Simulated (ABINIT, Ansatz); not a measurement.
**Al2O3 (Corundum): one start, several treatments of the self-energy**

How much does the gap of Al2O3 (Corundum) depend on the approximation to the self-energy?

Program: ABINIT 10.8.3. Level of theory: PBE and many-body steps on it, plane waves. Results are calculated unless marked as measured.

**Experimental background.**

- Gap 8.7 eV: optical band gap of host from absorption; optical absorption, quoted from earlier work; bulk crystal (high-purity reference sample) (quoted in “Multi-petahertz electron interference in Cr:Al2O3 solid-state material”, 2018, pmc:5906618).

Report form: the programs' logs are mostly left out.

## (1) Starting point

It takes space group R-3c (No. 167, trigonal). Conventional cell: a = 4.760 Å, b = 4.760 Å, c = 12.996 Å, α = 90.00°, β = 90.00°, γ = 120.00°. Al has 6 O at 1.85 to 1.97 Å nearest. Nearest to O lie 4 Al at 1.85 to 1.97 Å. Farther neighbours and most contacts between anions are not listed.

The cell and positions come from the Crystallography Open Database and are kept as given unless a step says otherwise.

## (2) Empty states on the mesh, 2×2×2 mesh, 178 bands

This step: ABINIT 10.8.3; DFT, PBE, plane waves, norm-conserving pseudopotentials.

The sums over transitions need many empty states on a uniform mesh; this step solves for them.

Contents of run.abi:

```
acell 3*1.0 Angstrom
rprim 
  2.380249999995 1.374237978213 4.331866666707
  -2.380249999995 1.374237978213 4.331866666707
  -0.000000000000 -2.748475956495 4.331866666685
ntypat 2
znucl 13 8
natom 10
typat 1 1 1 1 2 2 2 2 2 2
xred 
  0.352160000000 0.352160000000 0.352160000000
  0.147840000000 0.147840000000 0.147840000000
  0.647840000000 0.647840000000 0.647840000000
  0.852160000000 0.852160000000 0.852160000000
  0.556680000000 0.943320000000 0.250000000000
  0.250000000000 0.556680000000 0.943320000000
  0.943320000000 0.250000000000 0.556680000000
  0.443320000000 0.056680000000 0.750000000000
  0.750000000000 0.443320000000 0.056680000000
  0.056680000000 0.750000000000 0.443320000000
pp_dirpath "pseudos"
pseudos "Al.upf, O.upf"
ecut 36
ngkpt 2 2 2
nshiftk 1
shiftk 0 0 0
kptopt 1
chksymbreak 0
iscf -2
irdden 1
istwfk *1
nband 178
nbdbuf 16
tolwfr 1e-09
nstep 60
prtvol 0
indata_prefix "in"
outdata_prefix "out"
tmpdata_prefix "tmp"
```

Command:

```bash
$ OMP_NUM_THREADS=1 mpirun -n 4 abinit run.abi > log
```

Elapsed: 44 s, on 4 MPI ranks of Arm Neoverse V2, shared host; peak memory 0.41 GiB; 2.9 min of CPU time.

Numbers from this step:

```yaml
gap: 6.266 eV
k_of_the_valence_top: 0, 0, 0
k_of_the_conduction_bottom: 0, 0, 0
least_direct_gap: 6.266 eV
k_points_computed: 4
lowest_point_of_the_top_converged_band_above_the_valence_top: 69.1624 eV
```

On this mesh the gap is 6.266 eV.

The density comes from a self-consistent run that is not shown.

## (3) Screening, 2×2×2 mesh, 80 bands, screening to 114.3 eV

The RPA dielectric matrix is built and inverted for each q.

This step: RPA screening on PBE, plane waves, norm-conserving pseudopotentials.

Edit run.abi of step 2 so:

```diff
@@ -28,10 +28,11 @@
 chksymbreak 0
-iscf -2
-irdden 1
 istwfk *1
-nband 178
-nbdbuf 16
-tolwfr 1e-09
-nstep 60
-prtvol 0
+occopt 1
+irdwfk 1
+optdriver 3
+nband 80
+ecuteps 4.2
+inclvkb 2
+awtr 1
+symchi 1
 indata_prefix "in"
```

The job ended after 15 s (4 MPI ranks; peak memory 0.9 GiB).

Numbers from this step:

* ε∞ with local fields, on this mesh, along the program's q direction: 3.098
* the same without local fields: 3.286
* plasma frequency: 27.90 eV
* plane waves in the screening matrix: 235

Local fields lower ε∞ by 6 %. On a Γ-centred mesh this coarse the value itself is usually too large, while a short band sum pulls it down.

## (4) G0W0, Godby-Needs plasmon pole

The self-energy is evaluated for the states that the input lists, and the levels follow from it, in one-shot runs by the linearised quasiparticle equation.

This step: G0W0 on PBE, plane waves, norm-conserving pseudopotentials.

Edit run.abi of step 3 so:

```diff
@@ -31,8 +31,15 @@
 irdwfk 1
-optdriver 3
+optdriver 4
 nband 80
+gwcalctyp 0
+ecutsigx 36
+symsigma 1
+nkptgw 1
+kptgw 
+  0.0000000000 0.0000000000 0.0000000000
+bdgw 
+  22 26
 ecuteps 4.2
-inclvkb 2
-awtr 1
-symchi 1
+irdscr 1
+ppmodel 1
 indata_prefix "in"
```

It took 3.3 s on 4 MPI ranks; peak memory 0.66 GiB.

This step gave:

| Property | Result |
| --- | --- |
| G0W0 gap on the points computed | 8.379 eV |
| starting gap on the mesh | 6.266 eV |
| k of the valence top | 0, 0, 0 |
| k of the conduction bottom | 0, 0, 0 |
| Z at the valence top | 0.825 |
| Z at the conduction bottom | 0.861 |
| least direct G0W0 gap on the computed points | 8.379 eV |

The gap on the mesh goes from 6.27 eV to 8.38 eV, a correction of +2.11 eV.

## (5) G0W0, Hybertsen-Louie plasmon pole

Edit run.abi of step 4 so:

```diff
@@ -43,3 +43,3 @@
 irdscr 1
-ppmodel 1
+ppmodel 2
 indata_prefix "in"
```

Run time: 3.3 s. Hardware: 4 MPI ranks; peak memory 0.65 GiB.

This step gave:

- G0W0 gap on the points computed: 8.48 eV
- starting gap on the mesh: 6.266 eV
- k of the valence top: 0, 0, 0
- k of the conduction bottom: 0, 0, 0
- Z at the valence top: 0.876
- Z at the conduction bottom: 0.895
- least direct G0W0 gap on the computed points: 8.48 eV

Against G0W0 in ABINIT (2×2×2 mesh, 80 bands, screening to 114.3 eV, Godby-Needs plasmon pole), the gap moves by +0.101 eV.

## (6) G0W0, von der Linden-Horsch plasmon pole

Edit run.abi of step 5 so:

```diff
@@ -43,3 +43,3 @@
 irdscr 1
-ppmodel 2
+ppmodel 3
 indata_prefix "in"
```

It took 3 s on 4 MPI ranks; peak memory 0.2 GiB; 12 s of CPU time.

Numbers from this step:

* G0W0 gap on the points computed: 8.400 eV
* starting gap on the mesh: 6.266 eV
* k of the valence top: 0, 0, 0
* k of the conduction bottom: 0, 0, 0
* least direct G0W0 gap on the computed points: 8.400 eV

Against G0W0 in ABINIT (2×2×2 mesh, 80 bands, screening to 114.3 eV, Godby-Needs plasmon pole), the gap moves by +0.021 eV.

## (7) One-shot Hartree-Fock

This step: one-shot Hartree-Fock on PBE, plane waves, norm-conserving pseudopotentials.

Edit run.abi of step 6 so:

```diff
@@ -32,4 +32,4 @@
 optdriver 4
-nband 80
-gwcalctyp 0
+nband 28
+gwcalctyp 5
 ecutsigx 36
@@ -41,5 +41,4 @@
   22 26
-ecuteps 4.2
-irdscr 1
-ppmodel 3
+ixc_sigma 40
+fftgw 31
 indata_prefix "in"
```

The job ended after 2.3 s (4 MPI ranks; peak memory 0.18 GiB).

Numbers from this step:

```
quasiparticle gap on the points computed              : 16.22 eV
starting gap on the mesh                              : 6.266 eV
k of the valence top                                  : 0, 0, 0
k of the conduction bottom                            : 0, 0, 0
least direct quasiparticle gap on the computed points : 16.22 eV
```

Against G0W0 in ABINIT (2×2×2 mesh, 80 bands, screening to 114.3 eV, Godby-Needs plasmon pole), the gap moves by +7.839 eV.

## (8) Screening, 2×2×2 mesh, 80 bands, screening to 114.3 eV

This step: RPA screening on PBE, plane waves, norm-conserving pseudopotentials.

Edit run.abi of step 7 so:

```diff
@@ -31,14 +31,14 @@
 irdwfk 1
-optdriver 4
-nband 28
-gwcalctyp 5
-ecutsigx 36
-symsigma 1
-nkptgw 1
-kptgw 
-  0.0000000000 0.0000000000 0.0000000000
-bdgw 
-  22 26
-ixc_sigma 40
-fftgw 31
+optdriver 3
+nband 80
+ecuteps 4.2
+inclvkb 2
+awtr 1
+symchi 1
+gwcalctyp 2
+nfreqre 16
+freqremax 40 eV
+nfreqim 8
+spmeth 1
+nomegasf 120
 indata_prefix "in"
```

Run time: 18 s. Hardware: 4 MPI ranks; peak memory 1.3 GiB.

Numbers from this step:

- ε∞ with local fields, on this mesh, along the program's q direction: 3.119
- the same without local fields: 3.308
- plasma frequency: 27.90 eV
- plane waves in the screening matrix: 235

## (9) G0W0, contour deformation

This step: G0W0 on PBE, plane waves, norm-conserving pseudopotentials.

Edit run.abi of step 8 so:

```diff
@@ -31,14 +31,14 @@
 irdwfk 1
-optdriver 3
+optdriver 4
 nband 80
+gwcalctyp 2
+ecutsigx 36
+symsigma 1
+nkptgw 1
+kptgw 
+  0.0000000000 0.0000000000 0.0000000000
+bdgw 
+  22 26
 ecuteps 4.2
-inclvkb 2
-awtr 1
-symchi 1
-gwcalctyp 2
-nfreqre 16
-freqremax 40 eV
-nfreqim 8
-spmeth 1
-nomegasf 120
+irdscr 1
 indata_prefix "in"
```

Elapsed: 3.1 s, on 4 MPI ranks; peak memory 0.55 GiB.

Numbers from this step:

```
G0W0 gap on the points computed              : 8.391 eV
starting gap on the mesh                     : 6.266 eV
k of the valence top                         : 0, 0, 0
k of the conduction bottom                   : 0, 0, 0
least direct G0W0 gap on the computed points : 8.391 eV
```

Against G0W0 in ABINIT (2×2×2 mesh, 80 bands, screening to 114.3 eV, Godby-Needs plasmon pole), the gap moves by +0.012 eV.

## (10) The runs together

Times are wall times on 4 MPI ranks of Arm Neoverse V2, shared host, good to a factor of about two. A run's time includes the screening step that it read.

```tsv
run	mesh	bands	screening cutoff (eV)	DFT gap (eV)	gap on the mesh (eV)	direct (eV)	ε∞ used	time
G0W0, Godby-Needs plasmon pole	2×2×2	80	114.3	6.266	8.379	8.379	3.10	18 s
G0W0, Hybertsen-Louie plasmon pole	2×2×2	80	114.3	6.266	8.480	8.480	3.10	18 s
G0W0, von der Linden-Horsch plasmon pole	2×2×2	80	114.3	6.266	8.400	8.400	3.10	18 s
one-shot Hartree-Fock	2×2×2	-	-	6.266	16.218	16.218	-	2.3 s
G0W0, contour deformation	2×2×2	80	114.3	6.266	8.391	8.391	3.12	21 s
```

## (11) Outcome

| Property | Result |
| --- | --- |
| G0W0, Godby-Needs plasmon pole | 8.379 eV |
| G0W0, Hybertsen-Louie plasmon pole | 8.480 eV |
| G0W0, von der Linden-Horsch plasmon pole | 8.400 eV |
| one-shot Hartree-Fock | 16.218 eV |
| G0W0, contour deformation | 8.391 eV |
| known limits | not at the basis limit; coarse k mesh |

In words: G0W0, Hybertsen-Louie plasmon pole: +0.101 eV against G0W0, Godby-Needs plasmon pole. G0W0, von der Linden-Horsch plasmon pole: +0.021 eV against G0W0, Godby-Needs plasmon pole. One-shot Hartree-Fock: +7.839 eV against G0W0, Godby-Needs plasmon pole. G0W0, contour deformation: +0.012 eV against G0W0, Godby-Needs plasmon pole. Bare exchange alone opens the gap to 16.22 eV; against G0W0, correlation takes back 7.84 eV. Against experiment, by G0W0, Godby-Needs plasmon pole: the gap of 8.38 eV lies −0.32 eV from the measured 8.7 eV (optical, quoted 2018). An exciton line or allowed optical edge lies below the quasiparticle gap by the binding energy; a forbidden edge can push the onset above it. These are gaps on the mesh, at modest bands and cutoff. The calculation has static nuclei and no excitons; a measured gap holds zero-point and thermal motion, which mostly lowers it. Bands and cutoff are finite, so the gap is not at the basis limit. The miss can reach some tenths of an eV and take either sign; the mesh is an error of its own. In the G0W0 runs levels were corrected at 1 k point alone, so a gap called «on the mesh» is the least over those, and an edge elsewhere would be missed. The 2×2×2 mesh is coarse for this cell, which bears on the long-range parts of exchange and screening.

[Paths, hosts, dates, memory and timing lines, banners, echoed tables and standing remarks are left out of the program output.]

[Logs are printed without paths, hosts, clocks, repeated set-up lines and the standing remarks that a program may print on its own settings, such as how far it seeks lower states.]

[Runs of the session that timed out or met a known fault of the program may be left out.]

[Hosts, paths, dates, database ids (printed as entryN), source tags and the programs' standing remarks are cut or masked in the printed files.]

[G0W0 gaps are taken among the corrected bands and points alone; a level outside them can change the order at an edge.]

[Where Ansatz stands beside ABINIT at settings called matched, ABINIT's density can come from a denser mesh and the files from another edition; pairs whose starting gaps differed by over 0.03 eV were left out, so agreement reads better than it is.]
